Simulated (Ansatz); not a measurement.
# Mg4SeS3: relaxing a made-up structure, part 2 of 2

Starting from a made-up structure for Mg4SeS3, the aim is the relaxed cell, its shortest contacts and, where a second run follows, its electronic structure.

Ansatz 0.2.0; DFT, PBE, plane-wave PAW, files of the set soft_1, scalar-relativistic, no spin, cell and ions relaxed at zero pressure; PAW set soft_1 (the session's first sound run).

So far: The structure; Relaxation of the guess. The relaxed cell has a = 4.084, c = 11.521 Å (conventional setting).

## 3. Electronic structure of the relaxed cell

With the geometry fixed, one more self-consistent run, with a narrower smearing and the mesh shown in its input, gives the bands, and its pressure, and its forces where symmetry allows any, show how far the geometry depends on these settings.

This step: DFT, PBE, plane-wave PAW, files of the set soft_1, scalar-relativistic, no spin, bands and density of states at the relaxed cell; PAW set soft_1 (Ansatz 0.2.0).

input.yaml

```yaml
crystal:
  lattice:
    - [4.0839802316, 0.0, 0.0]
    - [0.0, 4.0839802316, 0.0]
    - [0.0, 0.0, 11.520871224]
  atoms:
    - { symbol: Se, position: [0.0, 0.0, 0.5] }
    - { symbol: S, position: [0.5, 0.5, 0.7573975396] }
    - { symbol: S, position: [0.0, 0.0, 0.0] }
    - { symbol: S, position: [0.5, 0.5, 0.2426024604] }
    - { symbol: Mg, position: [0.0, 0.5, 0.8788266695] }
    - { symbol: Mg, position: [0.5, 0.0, 0.1211733305] }
    - { symbol: Mg, position: [0.0, 0.5, 0.3646025794] }
    - { symbol: Mg, position: [0.5, 0.0, 0.6353974206] }
kpoints:
  mp_grid: { grid: [8, 8, 4] }
  band_path:
    path:
      - [[0.0, 0.0, 0.0], [0.0, 0.5, 0.0], [0.5, 0.5, 0.0], [0.0, 0.0, 0.0], [0.0, 0.0, 0.5], [0.0, 0.5, 0.5], [0.5, 0.5, 0.5], [0.0, 0.0, 0.5]]
      - [[0.0, 0.5, 0.0], [0.0, 0.5, 0.5]]
      - [[0.5, 0.5, 0.0], [0.5, 0.5, 0.5]]
    npoints: 8
scf:
  occupations: { method: fermi_dirac, width: 0.03 }
  n_extra_bands: 12
hamiltonian:
  xc: pbe
  pseudopotentials: { kind: paw, azcp: { folder: soft_1 } }
output:
  forces: true
  stress: true
  write_bands: true
  dos: { projected: true }
  write_density: true
  write_potential: true
  elf: true
  volumetric_format: npy
```

Run with:

```console
$ ansatz run input.yaml --threads 4 --pin off --max-ram 10240MiB --backend cpu --events-out ev --progress --plain --runs-dir out
```

Numbers of over 12 decimals in the logs are rounded to 6 here.

Output:

```text
[...]
Crystal: 8 atoms, lattice volume = 192.155 Å³
Basis set: ecut = 420 eV, 3791 PW (Γ), exchange–correlation on 60×60×160 points (8 copies of the dense FFT grid, shifted against one another)
Bands: 49, of which v1, the nominal top of the filled ones, is band 37 counted from 1 (36 counted from 0)
Symmetry: 8 space group operations
[...]
k-points: 45 of 256 (time reversal used)
[...]
SCF iter   1: F=—  HF=-15882.308564 eV  |F-HF|=—  |Δ(HF+E_count)|=         —  Δρ=4.06e-2  dr2=3.56e0  ethr=3.10e-3  ⟨swp⟩=9.3  Hψ=11638  notcnv=0  defer=7
[...]
SCF iter   9: F=-15881.518430 eV  HF=-15881.518430 eV  |F-HF|=1.12e-8  |Δ(HF+E_count)|=   3.51e-7  Δρ=1.92e-6  dr2=9.55e-9  ethr=1.35e-10  ⟨swp⟩=18.8  Hψ=18886  notcnv=0
SCF 1 converged in 9 iterations: F = -15881.518430 eV  dr2 = 9.55e-9
[...]
NSCF: frozen V_eff on 75 k-points
SCF converged after 9 iterations
Free energy (F): -15881.518430 eV
[...]
Internal energy: -15881.518430 eV  (E = F + TS)
E sigma→0 (E₀):  -15881.518430 eV
Fermi energy:    4.917644 eV
[...]
--- Forces (eV/Å), atoms counted from 1 ---
  atom   1  Se     0.00000000     0.00000000     0.00000000
  atom   2  S      0.00000000     0.00000000    -0.00018899
  atom   3  S      0.00000000     0.00000000     0.00000000
  atom   4  S     -0.00000000     0.00000000     0.00018899
  atom   5  Mg    -0.00000000     0.00000000    -0.00007376
  atom   6  Mg     0.00000000     0.00000000     0.00007376
  atom   7  Mg    -0.00000000     0.00000000    -0.00136694
  atom   8  Mg    -0.00000000     0.00000000     0.00136694
  max |Σ_I F_I| component: 4.04e-19 eV/Å
--- Stress (GPa, compression-positive) ---
       -0.003148       0.000000       0.000000
        0.000000      -0.003148       0.000000
       -0.000000       0.000000       0.003325
  P = ⅓ Tr σ = -0.0010 GPa (-0.010 kbar)
--- Band table (eV; the first three rows and the last of 45) ---
  k-point 0: bands = [... 33 lower, 2.7217, 3.1876, 3.3697, 3.3697, 6.3078, 6.9981, 8.0919, 8.2330, ... 8 higher]
  k-point 1: bands = [... 33 lower, 2.7866, 2.9739, 3.3493, 3.3493, 6.5787, 7.1111, 7.8006, 7.9720, ... 8 higher]
  k-point 2: bands = [... 33 lower, 2.8418, 2.8418, 3.3262, 3.3262, 7.1411, 7.2556, 7.3604, 7.5600, ... 8 higher]
  k-point 44: bands = [... 33 lower, 1.9521, 1.9521, 1.9911, 2.2180, 7.5177, 7.6233, 7.6655, 7.7860, ... 8 higher]
```

It took 26 s on 4 threads of Arm Neoverse V1, shared host; peak memory 0.87 GiB; 1.7 min of CPU time.

This step gave:

* free energy: -15881.5184 eV
* Fermi energy: 4.918 eV
* pressure: -9.90e-4 GPa
* gap on the k-mesh: 2.878 eV

From bands.tsv. Electronic bands along the path, in eV, zero at the valence top; v1 is the highest filled band, c1 the lowest empty one:

| point | v4 | v3 | v2 | v1 | c1 | c2 | c3 | c4 |
| --- | --- | --- | --- | --- | --- | --- | --- | --- |
| Γ | -0.71 | -0.24 | -0.06 | -0.06 | 2.88 | 3.57 | 4.66 | 4.80 |
| halfway | -0.69 | -0.65 | -0.61 | -0.03 | 4.23 | 4.53 | 4.96 | 5.09 |
| X | -0.76 | -0.58 | -0.55 | 0.00 | 4.51 | 4.61 | 5.78 | 5.95 |
| halfway | -1.23 | -0.93 | -0.89 | -0.85 | 4.47 | 4.73 | 5.60 | 5.61 |
| M | -1.33 | -1.24 | -1.24 | -1.13 | 3.44 | 3.65 | 5.17 | 5.19 |
| halfway | -0.82 | -0.75 | -0.60 | -0.53 | 4.64 | 5.22 | 5.83 | 5.89 |
| Γ | -0.71 | -0.24 | -0.06 | -0.06 | 2.88 | 3.57 | 4.66 | 4.80 |
| halfway | -0.64 | -0.46 | -0.08 | -0.08 | 3.15 | 3.68 | 4.37 | 4.54 |
| Z | -0.59 | -0.59 | -0.10 | -0.10 | 3.71 | 3.83 | 3.93 | 4.13 |
| halfway | -0.60 | -0.42 | -0.40 | -0.04 | 4.35 | 4.42 | 4.72 | 4.97 |
| R | -0.78 | -0.78 | -0.77 | 0.00 | 5.01 | 5.15 | 5.16 | 5.21 |
| halfway | -1.02 | -0.95 | -0.88 | -0.82 | 4.65 | 4.75 | 4.79 | 5.04 |
| A | -1.48 | -1.48 | -1.44 | -1.21 | 4.09 | 4.19 | 4.24 | 4.36 |
| halfway | -0.99 | -0.90 | -0.60 | -0.60 | 5.05 | 5.21 | 5.30 | 5.71 |
| Z | -0.59 | -0.59 | -0.10 | -0.10 | 3.71 | 3.83 | 3.93 | 4.13 |
| jump to X | -0.76 | -0.58 | -0.55 | 0.00 | 4.51 | 4.61 | 5.78 | 5.95 |
| halfway | -0.77 | -0.71 | -0.67 | 0.00 | 4.66 | 4.77 | 5.58 | 5.69 |
| R | -0.78 | -0.78 | -0.77 | 0.00 | 5.01 | 5.15 | 5.16 | 5.21 |
| jump to M | -1.33 | -1.24 | -1.24 | -1.13 | 3.44 | 3.65 | 5.17 | 5.19 |
| halfway | -1.37 | -1.32 | -1.32 | -1.17 | 3.63 | 3.83 | 4.80 | 4.90 |
| A | -1.48 | -1.48 | -1.44 | -1.21 | 4.09 | 4.19 | 4.24 | 4.36 |

States per cell as run, both spins, in windows of 1 eV, from dos.tsv (zero at the valence-band top):

```csv
from,to,total
-8,-7,0.00
-7,-6,0.00
-6,-5,0.00
-5,-4,0.00
-4,-3,0.98
-3,-2,6.68
-2,-1,8.68
-1,0,7.66
0,1,0.00
1,2,0.00
2,3,0.00
3,4,0.42
4,5,4.09
5,6,4.41
6,7,6.45
```

Below -8 eV lie 50.0 more states.

Electrostatic potential energy in the ac plane at fractional y = 0.000, with atoms of Se and S and Mg within 0.2 Å of it. With pseudopotentials it is smooth inside the atoms' cores, unlike the true potential.

Ten even steps from '_' (-56 eV) to '@' (9 eV), each cell a mean:
```
----++%%@@@@@@@@@@@@@@##==--
**##%%@@@@@@@@@@@@@@@@@@%%##
@@@@@@@@@@@@@@@@@@@@@@@@@@@@
@@@@@@@@@@@@@@@@@@@@@@@@@@@@
@@@@@@@@@@@@@@@@@@@@@@@@@@@@
@@@@@@@@@@@@@@@@@@@@@@@@@@@@
@@@@@@@@@@%%%%%%%%%%@@@@@@@@
@@@@@@@@%%++::..--**%%@@@@@@
@@@@@@%%##::______--%%@@@@@@
%%%%@@%%%%++....::**%%@@@@%%
##**##%%%%%%%%##%%%%%%%%**##
@@@@**##@@@@@@@@@@@@%%####@@
@@%%**##@@@@@@@@@@@@@@####%%
####%%@@@@@@@@@@@@@@@@@@####
@@@@@@@@@@@@@@@@@@@@@@@@@@@@
@@@@@@@@@@@@@@@@@@@@@@@@@@@@
@@@@@@@@@@@@@@@@@@@@@@@@@@@@
@@@@@@@@@@@@@@@@@@@@@@@@@@@@
@@@@@@@@@@@@%%%%@@@@@@@@@@@@
@@@@@@@@%%##====++##%%@@@@@@
@@@@@@%%##::______==%%@@@@@@
%%@@@@%%##--____..++%%@@@@@@
==++##%%%%%%****##%%%%%%**==
==--==##@@@@@@@@@@@@@@##----
```
Columns run along a (4.1 Å; values clipped at the 3rd and 97th percentile), rows up along c (11.5 Å). Atoms in or near the plane, at fractional coordinates: Se at (0.00, 0.50), S at (0.00, 0.00), Mg at (0.50, 0.12), Mg at (0.50, 0.64).

Valence density in the ac plane at fractional y = 0.000, with atoms of Se and S and Mg within 0.2 Å of it. It is the smooth field of the valence electrons, not physical close to the nuclei.

Ten steps, logarithmic in the rise over the least value, from '0' (0 e/Å³) to '9' (40 e/Å³), each cell a mean:
```
22210000001222
22110000000112
00000000000000
00000000000000
00000000000000
00000000000000
00000000000000
00000256410000
00001488730000
11110256410111
53211000001124
98321000001258
86310000001247
22110000000112
10000000000000
00000000000000
00000000000000
00000000000000
00000000000000
00000033200000
00000478630000
11101377620011
22211011101122
12221000001222
```
Columns run along a (4.1 Å), rows up along c (11.5 Å). Atoms in or near the plane, at fractional coordinates: Se at (0.00, 0.50), S at (0.00, 0.00), Mg at (0.50, 0.12), Mg at (0.50, 0.64).

ELF in the ac plane at fractional y = 0.000, with atoms of Se and S and Mg within 0.2 Å of it. It is the smooth field of the valence electrons, not physical close to the nuclei.

Values, 24 rows by 14 columns, each cell a mean:
```
0.26 0.45 0.78 0.81 0.69 0.45 0.12 0.06 0.22 0.53 0.76 0.82 0.69 0.38
0.82 0.82 0.79 0.69 0.46 0.22 0.05 0.02 0.09 0.28 0.57 0.72 0.81 0.83
0.72 0.69 0.55 0.37 0.15 0.05 0.01 0.01 0.02 0.07 0.22 0.42 0.62 0.70
0.31 0.26 0.14 0.07 0.03 0.02 0.01 0.01 0.02 0.02 0.04 0.08 0.19 0.28
0.04 0.03 0.02 0.02 0.03 0.03 0.04 0.04 0.03 0.03 0.02 0.02 0.03 0.04
0.01 0.01 0.02 0.03 0.05 0.06 0.07 0.07 0.07 0.06 0.04 0.03 0.02 0.01
0.02 0.03 0.04 0.04 0.04 0.04 0.05 0.05 0.04 0.04 0.05 0.04 0.03 0.02
0.17 0.16 0.11 0.05 0.04 0.16 0.28 0.28 0.26 0.12 0.03 0.07 0.14 0.16
0.57 0.57 0.47 0.19 0.09 0.31 0.22 0.14 0.29 0.25 0.06 0.27 0.54 0.57
0.77 0.79 0.80 0.64 0.18 0.18 0.29 0.29 0.26 0.14 0.33 0.71 0.81 0.78
0.62 0.71 0.83 0.85 0.68 0.32 0.09 0.07 0.14 0.41 0.80 0.85 0.79 0.68
0.14 0.34 0.72 0.82 0.79 0.61 0.21 0.12 0.35 0.68 0.82 0.81 0.60 0.26
0.31 0.46 0.72 0.76 0.69 0.48 0.14 0.07 0.25 0.55 0.74 0.76 0.64 0.41
0.74 0.75 0.75 0.69 0.52 0.28 0.06 0.03 0.12 0.34 0.61 0.71 0.76 0.75
0.73 0.70 0.60 0.45 0.22 0.08 0.02 0.01 0.03 0.11 0.31 0.49 0.65 0.71
0.39 0.34 0.21 0.11 0.04 0.02 0.01 0.01 0.01 0.02 0.06 0.13 0.27 0.36
0.07 0.06 0.04 0.03 0.02 0.02 0.03 0.03 0.03 0.02 0.02 0.03 0.04 0.06
0.01 0.02 0.02 0.03 0.04 0.05 0.06 0.06 0.06 0.05 0.04 0.03 0.02 0.01
0.02 0.02 0.03 0.04 0.05 0.05 0.05 0.05 0.05 0.05 0.05 0.04 0.02 0.02
0.11 0.10 0.07 0.05 0.03 0.08 0.19 0.21 0.16 0.06 0.03 0.05 0.08 0.10
0.51 0.49 0.36 0.13 0.08 0.29 0.25 0.18 0.30 0.23 0.05 0.20 0.44 0.50
0.81 0.82 0.78 0.52 0.11 0.24 0.28 0.24 0.30 0.19 0.21 0.63 0.81 0.82
0.68 0.80 0.90 0.87 0.52 0.17 0.12 0.14 0.11 0.23 0.71 0.88 0.87 0.76
0.08 0.30 0.81 0.88 0.79 0.52 0.13 0.07 0.25 0.62 0.85 0.88 0.65 0.20
```
Columns run along a (4.1 Å), rows up along c (11.5 Å). Atoms in or near the plane, at fractional coordinates: Se at (0.00, 0.50), S at (0.00, 0.00), Mg at (0.50, 0.12), Mg at (0.50, 0.64).

## 4. What came out

| Property | Result |
| --- | --- |
| space group, relaxed | P-4m2 |
| conventional cell | a = 4.084, b = 4.084, c = 11.521 Å; α = 90.0°, β = 90.0°, γ = 90.0° |
| volume per atom | 24.02 Å³ (guess 28.47) |

What this shows: Mg4SeS3 relaxes to P-4m2 with a = 4.084, b = 4.084 and c = 11.521 Å. The guessed volume was 19 % too large. The space group P-4m2 was held in the relaxation, so the end point is a stationary structure within it and may be a saddle against distortions or other arrangements. It has an indirect Kohn–Sham gap of 2.88 eV, which semilocal functionals understate. On the 8×8×4 mesh with the narrower smearing (relaxed on 6×6×3) the largest force component is 0.001 eV/Å and the largest stress component is 0.003 GPa, within the relaxation's thresholds of 0.015 eV/Å and 0.05 GPa. The cutoff wasn't tested. No dispersion term is used, so weakly bound directions may come out too long. Nothing here tests whether the compound is stable against decomposition.

[Logs are printed without paths, hosts, clocks, repeated set-up lines and the standing remarks that a program may print on its own settings, such as how far it seeks lower states.]

[Hosts, paths, dates, database ids (printed as entryN), source tags and the programs' standing remarks are cut or masked in the printed files.]
